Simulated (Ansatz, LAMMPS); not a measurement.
# Amorphous HfO2 at 7.64 g/cm^3 (84 atoms): geometry optimisation, part 2 of 2

Wanted: the relaxed structure of amorphous HfO2 at 7.64 g/cm^3 (84 atoms) and its electronic structure.

Ansatz 0.2.0; Kohn-Sham DFT, PBE, PAW (set soft_2), plane waves.

The cell: 28 Hf and 56 O. The quench rate of 50 K/ps is many orders above laboratory rates. The network of bonds at the start is that of the classical potential that made the cell. Only the Γ point is sampled in the main run, in a cell whose shortest periodic width is 11 Å. The levels lack spin–orbit coupling.

So far. Step 4 (Relaxation): The relaxation changed the energy by -49.3 meV/atom, and atoms moved by 0.41 Å r.m.s., 1.4 Å at most. Step 7 (K-mesh 2×2×2): Forces differ from those of the single point at the relaxed geometry by 8.4 meV/Å r.m.s.; the energy by -0.82 meV/atom and the gap by -0.013 eV. It took 7.7 min and 11 cycles; the reference's time can't be set against it, since the two runs asked for unlike analyses.

### Step 8. Functional HSE06

HSE06 mixes in a quarter of exact exchange at short range, which counters self-interaction, at a higher cost.

This step: Kohn-Sham DFT, HSE06, PAW (set soft_2), plane waves (Ansatz 0.2.0).

File input.yaml:

```yaml
crystal:
  lattice:
    - [10.8609, 0.0, 0.0]
    - [0.0, 10.8609, 0.0]
    - [0.0, 0.0, 10.8609]
  atoms:
    [... the 84 atom lines of step 6 ...]
kpoints:
  mp_grid: { grid: [1, 1, 1] }
hamiltonian:
  xc: hse06
scf:
  occupations: { method: fermi_dirac, width: 0.025 }
output:
  forces: true
  stress: true
  populations: true
  dos:
    method: { smearing: { sigma: 0.08 } }
    de: 0.05
    projected: { site_lists: { Hf: [Hf], O: [O] } }
  eigenvalues: true
```

The run is started by

```
> ansatz run input.yaml --threads 4 --pin off --max-ram 8192MiB --backend cpu --events-out ev --progress --plain --runs-dir out
```

Wall time 13 min (4 threads of Intel Xeon at 2.70GHz, shared host); peak memory 5.8 GiB.

The program notes that the exchange threshold is loose for the stress and the SCF threshold is loose for the stress.

Geometry and reference: those of the single point at the relaxed geometry.

Forces differ from those of the single point at the relaxed geometry by 107 meV/Å r.m.s.; the pressure by -4.0 GPa and the gap by +1.5 eV. It took 13 min and 21 cycles; the reference's time can't be set against it, since the two runs asked for unlike analyses.

Read from the output:

- free energy: -472109.3949 eV
- free energy per atom: -5620.3499 eV/atom
- SCF cycles: 21
- pressure: -10.12 GPa
- r.m.s. force component: 0.1072 eV/Å
- longest force: 0.368 eV/Å
- Fermi energy: 10.83 eV
- gap (highest filled to lowest empty level): 5.489 eV
- spilling of the projection: 0.003074

Length of the force by element and coordination:

```
element  coordination  atoms  mean length of the force (eV/Å)  spread   least   most
     Hf           all     28                            0.171  0.0723  0.0631  0.365
     Hf             5     14                             0.18  0.0699  0.0683  0.365
     Hf             6     12                            0.152  0.0749  0.0631  0.291
     Hf             7      2                            0.218  0.0216   0.196  0.240
      O           all     56                            0.176  0.0604  0.0224  0.368
      O             2     15                            0.204  0.0667   0.125  0.368
      O             3     38                            0.166  0.0552  0.0224  0.309
      O             4      3                            0.153  0.0383   0.103  0.195
```

Löwdin charges by element and coordination (they lack the spilled electrons, 0.039 e an atom on average):

```
element  coordination  atoms  mean charge (e)  spread   least    most
     Hf           all     28             1.62  0.0307    1.56    1.68
     Hf             5     14             1.63  0.0228    1.58    1.66
     Hf             6     12             1.61  0.0298    1.57    1.68
     Hf             7      2             1.57  0.0047    1.56    1.57
      O           all     56           -0.751  0.0317  -0.841  -0.698
      O             2     15           -0.721  0.0203  -0.763  -0.698
      O             3     38           -0.760  0.0272  -0.841  -0.716
      O             4      3           -0.792   0.011  -0.803  -0.777
```

States in the cell by windows of 1 eV, zero at the Fermi level; the larger projections on atomic orbitals stand beside the total:

```
from (eV)  to (eV)  total   O p  Hf d
      -14       -8    0.0   0.0   0.0
       -8       -7   28.4  20.4   5.5
       -7       -6   69.4  51.0  15.0
       -6       -5   74.1  58.4  12.3
       -5       -4   77.7  67.4   7.4
       -4       -3   73.8  68.2   3.8
       -3       -2   12.6  12.0   0.4
       -2        2    0.0   0.0   0.0
        2        3    4.1   0.3   2.3
        3        4   45.7   3.9  37.4
        4        5   65.2   7.1  49.8
```

Between -26 and -14 eV lie 504 more states.

The stored curve holds about 840 of the 1064 electrons; the rest, give or take the few that broadening carries across the Fermi level, lie in deeper levels below its range.

The levels nearest the highest filled one (over half full), pooled over k-points and spins:

```
level less the highest filled one (eV)  occupation
                                -0.220           2
                                -0.204           2
                                -0.140           2
                                  -0.1           2
                               -0.0293           2
                                     0           2
                                  5.49           0
                                  5.69           0
                                  5.80           0
                                  5.89           0
                                  5.92           0
                                  5.99           0
```

### Step 9. Functional r2SCAN (500 eV)

The meta-GGA r2SCAN uses the kinetic energy density as well as the density and its gradient. Besides, the cutoff goes from 420 to 500 eV.

This step: Kohn-Sham DFT, r2SCAN, PAW (set soft_2), plane waves (Ansatz 0.2.0).

input.yaml: that of step 8 with these lines changed.

```diff
@@ -10,3 +10,3 @@
 hamiltonian:
-  xc: hse06
+  xc: r2scan
 scf:
```

The job ended after 83 s (4 threads; peak memory 4.1 GiB).

Geometry and reference: those of the single point at the relaxed geometry.

Forces differ from those of the single point at the relaxed geometry by 73 meV/Å r.m.s.; the pressure by -4.2 GPa and the gap by +0.48 eV. It took 83 s and 12 cycles; the reference's time can't be set against it, since the two runs asked for unlike analyses.

### Step 10. Functional PBEsol

PBEsol restores the gradient expansion of exchange for slowly varying densities and usually gives shorter bonds in solids than PBE.

This step: Kohn-Sham DFT, PBEsol, PAW (set soft_2), plane waves (Ansatz 0.2.0).

input.yaml: that of step 9 with these lines changed.

```diff
@@ -10,3 +10,3 @@
 hamiltonian:
-  xc: r2scan
+  xc: pbesol
 scf:
```

Elapsed: 39 s, on 4 threads; peak memory 2.3 GiB.

Geometry and reference: those of the single point at the relaxed geometry.

Forces differ from those of the single point at the relaxed geometry by 86 meV/Å r.m.s.; the pressure by -4.8 GPa and the gap by -0.095 eV.

### Step 11. All settings compared

Differences are against the single point at the relaxed geometry (Kohn-Sham DFT, PBE, PAW (set soft_2), plane waves), whose r.m.s. force component is 0.00489 eV/Å. Energies are set beside the reference only for runs with its functional, potentials and electron count. Times are for 4 threads of Intel Xeon at 2.70GHz, shared host. The reference's time includes grids, which some other runs skip.

```
                       run  Δ force, r.m.s. (meV/Å)  Δ energy (meV/atom)  Δ pressure (GPa)  Δ gap (eV)  cycles     time  host memory (GiB)
                 reference                        -                    -                 -           -      11     48 s                2.3
              k-mesh 2×2×2                     8.41               -0.819            9.0e-4      -0.013      11  7.7 min                6.4
          functional HSE06                      107                    -             -3.98        1.50      21   13 min                5.8
functional r2SCAN (500 eV)                     72.9                    -             -4.17       0.482      12     83 s                4.1
         functional PBEsol                     86.1                    -             -4.78     -0.0949      11     39 s                2.3
```

### Step 12. Results

```json
{
 "energy change in the relaxation": "-49.33 meV/atom",
 "r.m.s. displacement": "0.407 Å",
 "largest displacement": "1.425 Å",
 "free energy per atom": "-5620.3435 eV/atom",
 "pressure": "-6.137 GPa",
 "r.m.s. force component": "0.00489 eV/Å",
 "gap (highest filled to lowest empty level)": "3.99 eV",
 "wall time of the 7 DFT runs": "32 min"
}
```

What this shows: Relaxation lowers the energy by 49.3 meV/atom and moves atoms by 0.41 Å r.m.s.; the r.m.s. force component goes from 0.53 to 0.0049 eV/Å. By the final cutoffs 10 of 162 bonded pairs parted and 4 joined. From the first step to the last the energy fell by 4.144 eV, and the largest move was 1.42 Å (O70). The O-Hf bonds go from 2.171 Å (spread 0.084) to 2.131 Å (spread 0.142), and their number from 162 to 156. With the cutoffs above, 50 % of Hf atoms have 5 and 68 % of O atoms have 3 bonded neighbours. The highest filled and lowest empty levels differ by 3.99 eV (at Γ alone); a semilocal functional tends to put such gaps too low. In a disordered cell it changes from sample to sample, and tail or defect levels can set it.

Among the changes of functional, dispersion, potentials or spin set against this reference, functional HSE06 moves the forces most, by 107 meV/Å r.m.s. The gap changes by +1.50 eV with HSE06.

**Limits.** The starting topology of bonds comes from the classical model; in DFT 10 of its 162 bonded pairs passed out of the cutoffs and 4 came within them. The pressure of -6.1 GPa means that a free cell would contract at this level.

[Logs are printed without paths, hosts, clocks, repeated set-up lines and the standing remarks that a program may print on its own settings, such as how far it seeks lower states.]

[Hosts, paths, dates, database ids (printed as entryN), source tags and the programs' standing remarks are cut or masked in the printed files.]
